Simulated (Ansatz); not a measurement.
# Stack of 1T-TiTe2 under Ga2SSe, unshifted in a perpendicular field

Wanted: the out-of-plane response of the stack of 1T-TiTe2 under Ga2SSe, unshifted. A positive field points along +c.

Method: plane-wave DFT, PBE-D3(BJ), Ansatz PAW, in the first sound run; inputs show where later runs differ, in Ansatz 0.2.0.

**1. The structure**

The cell holds 7 atoms: 2 Te, 1 Ti, 1 Se, 2 Ga and 1 S. Cell: a = 3.728 Å, b = 3.727 Å, c = 53.756 Å, α = 90.0°, β = 90.0°, γ = 120.0°. Regions: layer 1: 1T-TiTe2, 3 atoms (2 Te and 1 Ti); layer 2: Ga2SSe, 4 atoms (1 Se, 2 Ga and 1 S). Vacuum lies along c.

**2. Relaxation**

The starting cell is a guess, so the in-plane lattice and the atoms are relaxed first, with the slab cut off from its images along the normal.

File input.yaml:

```yaml
crystal:
  lattice:
    - [3.7275, 0.0, 0.0]
    - [-1.86375, 3.2281096926, 0.0]
    - [0.0, 0.0, 53.755596953]
  atoms:
    - { symbol: Te, position: [0.6666666667, 0.3333333333, 0.3943775384] }
    - { symbol: Ti, position: [0.0, 0.0, 0.4285685981] }
    - { symbol: Te, position: [0.3333333333, 0.6666666667, 0.4627596578] }
    - { symbol: Se, position: [0.3333333333, 0.6666666667, 0.5222883429] }
    - { symbol: Ga, position: [0.0, 0.0, 0.544509244] }
    - { symbol: Ga, position: [0.0, 0.0, 0.5898998663] }
    - { symbol: S, position: [0.3333333333, 0.6666666667, 0.6056224616] }
  periodic: [true, true, false]
kpoints:
  mp_grid: { grid: [12, 12, 1] }
hamiltonian:
  xc: pbe
  dispersion: d3bj
scf:
  occupations: { method: fermi_dirac, width: 0.05 }
  convergence: { dr2_threshold: 1.0e-09 }
relax:
  f_tol: 0.004
  max_steps: 90
  cell: {}
output:
  write_potential: true
  write_density: true
  volumetric_format: npy
```

Command:

```
ansatz run input.yaml --threads 4 --pin off --max-ram 6144MiB --backend cpu --events-out ev --progress --plain --runs-dir out
```

Numbers of over 12 decimals in the logs are rounded to 6 here.

Output:

```text
Warning: relax.cell: scf.convergence.dr2_threshold = 1e-9 eV is looser than the 1.5348806414e-10 eV advised for a relaxation that steers and ends on the stress (1e-10 eV for each atom of the cell: 7, times the square of relax.cell.stress_2d_tol = 0.05 N/m over 21.4 Å (the atoms' height at the walk's start and 5 Å past either face), 2.341e-2 GPa, over a crystal's default 0.05). What an SCF threshold leaves in a stress goes as its square root, and in the free energy as the threshold itself, and one threshold admits the most on a small cell: [figures from the program's tests cut] Set scf.convergence.dr2_threshold to 1.5348806414e-10 eV or tighter. [rest of the remark cut]
Engine: ansatz 0.2.0, x86_64-unknown-linux-gnu
Pseudopotentials: kind: paw
Pseudopotential: Te, paw, valence charge 16, recommended cutoff 420 eV (normal), Te.paw.azcp
Pseudopotential: Ti, paw, valence charge 12, recommended cutoff 420 eV (normal), Ti.paw.azcp
Pseudopotential: Se, paw, valence charge 16, recommended cutoff 420 eV (normal), Se.paw.azcp
Pseudopotential: Ga, paw, valence charge 13, recommended cutoff 420 eV (normal), Ga.paw.azcp
Pseudopotential: S, paw, valence charge 6, recommended cutoff 420 eV (normal), S.paw.azcp
Functional definition: PBE
  parameter kappa = 0.804
  parameter beta = 0.066725
  exchange = pbe_x(kappa = kappa, mu = beta*pi^2/3)
  correlation = pbe_c(beta = beta)
Crystal: 7 atoms, lattice volume = 646.829 Å³
Basis set: ecut = 420 eV, 12707 PW (Γ), exchange–correlation on 50×50×720 points (8 copies of the dense FFT grid, shifted against one another)
Bands: 56, of which v1, the nominal top of the filled ones, is band 46 counted from 1 (45 counted from 0)
Symmetry: 6 space group operations
Space group: P3m1 (ITA 156), of the structure as read, at distance tolerance 8.6e-5 Å
k-points: 19 of 144 (time reversal used)
Non-local potential: Te, projectors of the file, l = 0: 2, l = 1: 2, l = 2: 2, l = 3: 2
Non-local potential: Ti, projectors of the file, l = 0: 3, l = 1: 2, l = 2: 3, l = 3: 1
Non-local potential: Se, projectors of the file, l = 0: 2, l = 1: 2, l = 2: 3, l = 3: 1
Non-local potential: Ga, projectors of the file, l = 0: 2, l = 1: 2, l = 2: 3, l = 3: 1
Non-local potential: S, projectors of the file, l = 0: 2, l = 1: 2, l = 2: 2
PAW form: soft (Blöchl's): semilocal exchange-correlation on the pseudo side does not see the compensation charge
PAW one-centre angular grid: Te, 590 points (default); XC on 64 Gauss nodes
PAW one-centre angular grid: Ti, 590 points (default); XC on 64 Gauss nodes
PAW one-centre angular grid: Se, 590 points (default); XC on 64 Gauss nodes
PAW one-centre angular grid: Ga, 590 points (default); XC on 64 Gauss nodes
PAW one-centre angular grid: S, 110 points (default); XC on 64 Gauss nodes
Initial density: superposition of atomic densities (neutral atoms: chi_scale 0, normalization atom), corrected by the library's trained network
Initial wavefunctions: pseudopotential atomic-orbital guess
Functional: x = pbe(κ = 0.804, μ = 0.219515), c = pbe(β = 0.066725)
SCF iter   1: F=—  HF=-30403.064333 eV  |F-HF|=—  |Δ(HF+E_count)|=         —  Δρ=1.56e-3  dr2=1.09e-1  ethr=1.77e-3  ⟨swp⟩=14.3  Hψ=6001  notcnv=0  defer=8
preconditioner: auto → LDOS  [metal: Δε(μ)=0.174 eV  Ē_g=11.618 eV  σ=0.050 eV  W_gap=0.48  n_scr=62 (ndim 8)  ℏωp=10.7 eV  f_vac=0.719  D(μ)=1.45/eV (n_scr^D=10)  β→1.0]
SCF iter   2: F=—  HF=-30403.106478 eV  |F-HF|=—  |Δ(HF+E_count)|=   4.21e-2  Δρ=2.44e-3  dr2=4.75e-1  ethr=1.18e-4  ⟨swp⟩=4.7  Hψ=2505  notcnv=0  defer=46
SCF iter   3: F=—  HF=-30403.067391 eV  |F-HF|=—  |Δ(HF+E_count)|=   3.91e-2  Δρ=1.20e-3  dr2=1.42e-1  ethr=1.18e-4  ⟨swp⟩=4.5  Hψ=1685  notcnv=0  defer=47
SCF iter   4: F=—  HF=-30403.054145 eV  |F-HF|=—  |Δ(HF+E_count)|=   1.32e-2  Δρ=2.75e-4  dr2=3.39e-3  ethr=1.18e-4  ⟨swp⟩=3.1  Hψ=1466  notcnv=0  defer=32
SCF iter   5: F=—  HF=-30403.053931 eV  |F-HF|=—  |Δ(HF+E_count)|=   2.14e-4  Δρ=9.92e-5  dr2=1.90e-4  ethr=3.68e-6  ⟨swp⟩=3.1  Hψ=1554  notcnv=0  defer=32
SCF iter   6: F=—  HF=-30403.053957 eV  |F-HF|=—  |Δ(HF+E_count)|=   2.61e-5  Δρ=5.81e-5  dr2=8.63e-5  ethr=2.06e-7  ⟨swp⟩=3.1  Hψ=1968  notcnv=0  defer=32
SCF iter   7: F=—  HF=-30403.053935 eV  |F-HF|=—  |Δ(HF+E_count)|=   2.17e-5  Δρ=2.43e-5  dr2=3.49e-6  ethr=9.38e-8  ⟨swp⟩=2.4  Hψ=1356  notcnv=0  defer=32
SCF iter   8: F=—  HF=-30403.053959 eV  |F-HF|=—  |Δ(HF+E_count)|=   2.36e-5  Δρ=1.15e-5  dr2=1.36e-6  ethr=3.79e-9  ⟨swp⟩=3.1  Hψ=2242  notcnv=0  defer=35
SCF iter   9: F=—  HF=-30403.053960 eV  |F-HF|=—  |Δ(HF+E_count)|=   1.37e-6  Δρ=3.79e-6  dr2=7.44e-8  ethr=1.48e-9  ⟨swp⟩=2.8  Hψ=2073  notcnv=0  defer=35
SCF iter  10: F=—  HF=-30403.053960 eV  |F-HF|=—  |Δ(HF+E_count)|=   2.71e-7  Δρ=1.47e-6  dr2=1.31e-8  ethr=8.08e-11  ⟨swp⟩=3.4  Hψ=2337  notcnv=0  defer=35
SCF iter  11: F=—  HF=-30403.053961 eV  |F-HF|=—  |Δ(HF+E_count)|=   8.05e-8  Δρ=5.27e-7  dr2=2.04e-9  ethr=1.42e-11  ⟨swp⟩=2.6  Hψ=1982  notcnv=0  defer=35
SCF iter  12: F=-30403.053961 eV  HF=-30403.053961 eV  |F-HF|=5.71e-9  |Δ(HF+E_count)|=   9.86e-9  Δρ=2.04e-7  dr2=2.49e-10  ethr=1.09e-12  ⟨swp⟩=11.4  Hψ=7524  notcnv=0
SCF 1 converged in 12 iterations: F = -30403.053961 eV  dr2 = 2.49e-10
  greatest PAW one-centre occupation: 1.000 electrons in one spin orbital (limit 2), on the Se atom at site 3 (counted from 0), in its partial waves of l = 2
relax step   1: F+E_penalty+E_count = -30403.05396052 eV  Δ(F+E_penalty+E_count) = +0.000e0 eV  max|allowed force component| = 1.487e0 eV/Å  Δτ_max = 0.0000 Å  P = -1.420 N/m  Ω = 646.829 Å³  fix = [c, alpha, beta]  reactions: c -0.000 N/m  (12 SCF iters, accepted)
Crystal: 7 atoms, lattice volume = 642.978 Å³
Basis set: ecut = 420 eV, 12671 PW (Γ), exchange–correlation on 50×50×720 points (8 copies of the dense FFT grid, shifted against one another)
Initial density: handed on by an earlier stage of this run
Initial wavefunctions: those handed on with the density
iter 1 solved again at ethr=2.70e-4 eV; its pass at ethr=3.10e-3 eV (dr2=2.49e-1 eV) is discarded
SCF iter   1: F=—  HF=-30403.332355 eV  |F-HF|=—  |Δ(HF+E_count)|=         —  Δρ=4.00e-3  dr2=2.59e-1  ethr=2.70e-4  ⟨swp⟩=3.3  Hψ=5793  notcnv=0
preconditioner: auto → LDOS  [metal: Δε(μ)=0.029 eV  Ē_g=11.638 eV  σ=0.050 eV  W_gap=0.14  n_scr=62 (ndim 8)  ℏωp=10.8 eV  f_vac=0.719  D(μ)=1.30/eV (n_scr^D=10)  β→1.0]
SCF iter   2: F=—  HF=-30403.433238 eV  |F-HF|=—  |Δ(HF+E_count)|=   1.01e-1  Δρ=4.95e-3  dr2=1.07e0  ethr=2.70e-4  ⟨swp⟩=6.3  Hψ=2467  notcnv=0  defer=13  recentre
[...]
relax step   3: F+E_penalty+E_count = -30403.38957736 eV  Δ(F+E_penalty+E_count) = -8.391e-2 eV  max|allowed force component| = 2.602e-1 eV/Å  Δτ_max = 0.1929 Å  P = -0.163 N/m  Ω = 635.155 Å³  energy of the carried Pulay correction = +5.305e-4 eV  fix = [c, alpha, beta]  reactions: c -0.000 N/m  (12 SCF iters, accepted)
[...]
relax step   4: F+E_penalty+E_count = -30403.40818400 eV  Δ(F+E_penalty+E_count) = -1.861e-2 eV  max|allowed force component| = 1.534e-1 eV/Å  Δτ_max = 0.1216 Å  P = -0.025 N/m  Ω = 628.188 Å³  energy of the carried Pulay correction = +8.516e-4 eV  fix = [c, alpha, beta]  reactions: c -0.000 N/m  (11 SCF iters, accepted)
[...]
relax step   5: F+E_penalty+E_count = -30403.40867699 eV  Δ(F+E_penalty+E_count) = -4.930e-4 eV  max|allowed force component| = 3.052e-1 eV/Å  Δτ_max = 0.0679 Å  P = +0.250 N/m  Ω = 629.605 Å³  energy of the carried Pulay correction = +7.860e-4 eV  fix = [c, alpha, beta]  reactions: c +0.000 N/m  (11 SCF iters, accepted)
[...]
relax step   6: F+E_penalty+E_count = -30403.41193735 eV  Δ(F+E_penalty+E_count) = -3.260e-3 eV  max|allowed force component| = 3.745e-2 eV/Å  Δτ_max = 0.0112 Å  P = -0.024 N/m  Ω = 629.526 Å³  energy of the carried Pulay correction = +7.897e-4 eV  fix = [c, alpha, beta]  reactions: c -0.000 N/m  (9 SCF iters, accepted)
[...]
relax step   7: F+E_penalty+E_count = -30403.41213693 eV  Δ(F+E_penalty+E_count) = -1.996e-4 eV  max|allowed force component| = 2.453e-3 eV/Å  Δτ_max = 0.0057 Å  P = +0.006 N/m  Ω = 629.321 Å³  energy of the carried Pulay correction = +7.992e-4 eV  fix = [c, alpha, beta]  reactions: c +0.000 N/m  (9 SCF iters, accepted)
Initial wavefunctions: pseudopotential atomic-orbital guess (no wavefunctions were taken with the density)
iter 1 solved again at ethr=5.16e-7 eV; its pass at ethr=3.10e-3 eV (dr2=4.75e-4 eV) is discarded
SCF iter   1: F=—  HF=-30403.411254 eV  |F-HF|=—  |Δ(HF+E_count)|=         —  Δρ=1.44e-5  dr2=3.45e-7  ethr=5.16e-7  ⟨swp⟩=5.2  Hψ=9956  notcnv=0
eigensolver tolerance schedule: the retry pair's looser diagonalisation over-reported the residual by 1376.09 of it (diagonalisation noise at 0.30 of the residual, at the tolerance the schedule requests for it); recorded, not acted on — ethr = c·dr2/N_el stays at c = 1.0e-1
preconditioner: auto → LDOS  [metal: Δε(μ)=0.071 eV  Ē_g=11.604 eV  σ=0.050 eV  W_gap=0.34  n_scr=50 (ndim 8)  ℏωp=10.9 eV  f_vac=0.708  D(μ)=1.24/eV (n_scr^D=10)  β→1.0]
SCF iter   2: F=—  HF=-30403.411328 eV  |F-HF|=—  |Δ(HF+E_count)|=   7.44e-5  Δρ=8.91e-6  dr2=3.24e-7  ethr=3.75e-10  ⟨swp⟩=4.8  Hψ=3313  notcnv=0
SCF iter   3: F=—  HF=-30403.411328 eV  |F-HF|=—  |Δ(HF+E_count)|=   2.30e-7  Δρ=5.26e-6  dr2=2.67e-7  ethr=3.52e-10  ⟨swp⟩=2.2  Hψ=1924  notcnv=0
SCF iter   4: F=—  HF=-30403.411328 eV  |F-HF|=—  |Δ(HF+E_count)|=   9.88e-8  Δρ=2.21e-6  dr2=2.22e-7  ethr=2.90e-10  ⟨swp⟩=2.9  Hψ=1850  notcnv=0
SCF iter   5: F=—  HF=-30403.411328 eV  |F-HF|=—  |Δ(HF+E_count)|=   3.54e-8  Δρ=5.30e-7  dr2=3.26e-9  ethr=2.41e-10  ⟨swp⟩=2.0  Hψ=1445  notcnv=0
SCF iter   6: F=—  HF=-30403.411328 eV  |F-HF|=—  |Δ(HF+E_count)|=   2.40e-9  Δρ=2.81e-7  dr2=2.69e-9  ethr=3.54e-12  ⟨swp⟩=3.5  Hψ=2496  notcnv=0
SCF iter   7: F=-30403.411328 eV  HF=-30403.411328 eV  |F-HF|=3.27e-9  |Δ(HF+E_count)|=  1.02e-10  Δρ=1.13e-7  dr2=6.77e-11  ethr=1.09e-12  ⟨swp⟩=13.0  Hψ=8144  notcnv=0
SCF 8 converged in 7 iterations: F = -30403.411328 eV  dr2 = 6.77e-11
relax step   8: F+E_penalty+E_count = -30403.41132793 eV  Δ(F+E_penalty+E_count) = +8.090e-4 eV  max|allowed force component| = 2.490e-3 eV/Å  Δτ_max = 0.0000 Å  P = +0.007 N/m  Ω = 629.321 Å³  fix = [c, alpha, beta]  reactions: c +0.000 N/m  stress off target by 7.45e-3 N/m on what of the cell is left free  SCF on the basis re-selected at this cell (its energy is not comparable with the rows above)  (7 SCF iters)
basis re-selected at this cell: Δ(F+E_penalty+E_count) = +8.090e-4 eV, ΔP = +0.001 N/m vs the last step (what re-selecting the basis moved, of the pressure what is left beyond the Pulay correction that the steps carried, after the strain that the cell walked since its last selection, with what the two solves' SCF thresholds leave and, on support functions, any second-order correction that the steps lacked; it is no m [...]
WARN: The output density's exchange-correlation potential varies sharply where the density is thin. Do not read a vacuum level from v_tot or v_xc, or from such a field of the output density. On a cell that repeats whose density bears no net charge and no dipole along the vacuum's axis use v_es (v_loc + v_h of the components); under efield.dipole_correction with no amplitude use v_es + v_field, which holds any externa [...]
SCF converged after 7 iterations
Free energy (F): -30403.411328 eV
Harris-Foulkes:  -30403.411328 eV  (|F-HF|=3.27e-9)
Internal energy: -30403.400956 eV  (E = F + TS)
E sigma→0 (E₀):  -30403.406142 eV
Entropy (-TS):   -0.010372 eV (-1.482 meV/atom)
Fermi energy:    -4.851480 eV
--- Per-component energies (eV) ---
  E_band       = -2462.658286
  E_kinetic    = 1089.697201
  E_local      = -580521.383142  (includes V_loc(G=0)·N_el)
  E_nonlocal   = -329.422826
  E_hartree    = 289735.102637
  E_xc         = -685.669485
  E_vxc        = -631.879455  (∫ρ·V_xc dr)
  E_paw        = -16862.008073  (= ΣΔE_a)
  E_vpaw       = -1539.875476  (= ΣTr[D̂ρ^β])
  E_aug_tail   = -0.001026  (compensation charges beyond the density's cutoff)
  E_ewald      = 277172.460033
  E_disp       = -2.176275  (pairwise vdW)
  E_smearing   = -0.010372  (= −TS)
  E_closure    = -0.000000  (closes the sum)
  Σ components = -30403.411328   (vs F -30403.411328, Δ=0.00e0)
--- Forces (eV/Å), atoms counted from 1 ---
  atom   1  Te     0.00000000     0.00000000     0.00020170
  atom   2  Ti     0.00000000    -0.00000000    -0.00114194
  atom   3  Te     0.00000000    -0.00000000     0.00031553
  atom   4  Se     0.00000000     0.00000000     0.00115673
  atom   5  Ga     0.00000000    -0.00000000     0.00058544
  atom   6  Ga     0.00000000    -0.00000000    -0.00249015
  atom   7  S      0.00000000     0.00000000     0.00137392
  max |Σ_I F_I| component: 1.22e-6 eV/Å
--- 2D stress c σ (N/m, compression-positive) ---
        0.007449      -0.000000       0.000000
       -0.000000       0.007449       0.000000
        0.000000       0.000000       0.000000
  P = ½ c Tr σ = 0.0074 N/m
--- Band table (eV; the first three rows and the last of 19) ---
  k-point 0: bands = [... 42 lower, -6.1968, -5.9627, -4.4096, -4.3528, -4.3528, -3.7352, -3.4961, -3.4961, ... 6 higher]
  k-point 1: bands = [... 42 lower, -6.1943, -5.7902, -4.8196, -4.5682, -4.3962, -3.5844, -3.3644, -3.3309, ... 6 higher]
  k-point 2: bands = [... 42 lower, -6.1885, -5.9867, -5.6553, -4.9366, -4.4844, -3.5523, -3.2412, -2.8385, ... 6 higher]
  k-point 18: bands = [... 42 lower, -7.7093, -7.5524, -6.8499, -6.7240, -3.6270, -3.6221, -3.5823, -3.4296, ... 6 higher]
  the weakly bound empty levels are not read free of the cell's end (no_gap_told)
--- Relaxed structure (7 steps of the walk, 7 accepted, 1 SCFs on fresh bases) ---
  F+E_penalty+E_count = -30403.41132793 eV   max|allowed force component| = 2.490e-3 eV/Å   (the final SCF, on the basis selected at the relaxed cell)
  cell:  # Å, volume = 629.3211 Å³
    - [3.676707, -1.879728847101495e-18, 0]
    - [-1.838353, 3.184121, 0]
    - [0, 0, 53.755596953]
  atoms:
    - { symbol: Te, position: [0.666667, 0.333333, 0.389511] }
    - { symbol: Ti, position: [1.9900230831908734e-18, -1.3216940769962568e-17, 0.422391] }
    - { symbol: Te, position: [0.333333, 0.666667, 0.455017] }
    - { symbol: Se, position: [0.333333, 0.666667, 0.525544] }
    - { symbol: Ga, position: [7.318590568947614e-18, -1.3216940769962562e-17, 0.548316] }
    - { symbol: Ga, position: [7.390476276755466e-18, -1.321694076996256e-17, 0.593842] }
    - { symbol: S, position: [0.333333, 0.666667, 0.613405] }
```

Run time: 3.3 min. Hardware: 4 threads of Intel Xeon Platinum 8488C (Sapphire Rapids), shared host; peak memory 1.6 GiB; 13 min of CPU time.

Relaxation path:

```csv
step,energy less that of the first step (eV),largest force component (eV/Å),volume (Å³)
1,0.0000,1.4867,646.83
2,-0.2517,0.5417,642.98
3,-0.3356,0.2602,635.15
4,-0.3542,0.1534,628.19
5,-0.3547,0.3052,629.60
6,-0.3580,0.0374,629.53
7,-0.3582,0.0025,629.32
8*,-0.3574,0.0025,629.32
```

Relaxation steps marked * repeat the geometry before them on a plane-wave basis chosen anew for their cell, so energy and pressure can jump there.

Forces are held to the 6 operations that the run works with; a distortion that breaks them can't arise in this run.

```csv
cell as run,before,after,change
a (Å),3.728,3.677,-1.4 %
b (Å),3.727,3.677,-1.4 %
```

The atoms that moved most (Å, along periodic axes as changes of fractional coordinates times the final cell, across vacuum about the mean position):

```csv
atom,dx,dy,dz,length
S7,0.000,0.000,0.418,0.418
Te3,0.000,0.000,-0.416,0.416
Ti2,0.000,0.000,-0.332,0.332
Te1,0.000,0.000,-0.262,0.262
Ga6,0.000,0.000,0.212,0.212
Ga5,0.000,0.000,0.205,0.205
Se4,0.000,0.000,0.175,0.175
```

Final coordinates:

```cif
data_structure
_symmetry_space_group_name_H-M 'P 1'
_symmetry_Int_Tables_number 1
_cell_length_a 3.6767
_cell_length_b 3.6767
_cell_length_c 53.7556
_cell_angle_alpha 90.000
_cell_angle_beta 90.000
_cell_angle_gamma 120.000
_cell_volume 629.32
loop_
_atom_site_label
_atom_site_type_symbol
_atom_site_fract_x
_atom_site_fract_y
_atom_site_fract_z
_atom_site_occupancy
Te1 Te 0.66667 0.33333 0.38951 1
Ti2 Ti 0.00000 0.00000 0.42239 1
Te3 Te 0.33333 0.66667 0.45502 1
Se4 Se 0.33333 0.66667 0.52554 1
Ga5 Ga 0.00000 0.00000 0.54832 1
Ga6 Ga 0.00000 0.00000 0.59384 1
S7 S 0.33333 0.66667 0.61341 1
```

Numbers from this step:

| Property | Result |
| --- | --- |
| energy at zero smearing | -30403.4061 eV |

The lattice constant a goes from 3.728 to 3.677 Å.

(Continued in part 2 of 3.)

[Logs are printed without paths, hosts, clocks, repeated set-up lines and the standing remarks that a program may print on its own settings, such as how far it seeks lower states.]

[Hosts, paths, dates, database ids (printed as entryN), source tags and the programs' standing remarks are cut or masked in the printed files.]

[Maps of the electrostatic potential energy from Ansatz leave out the sawtooth potential of an applied field or a dipole correction, so their vacuum need not be flat; planar profiles and work functions include it.]
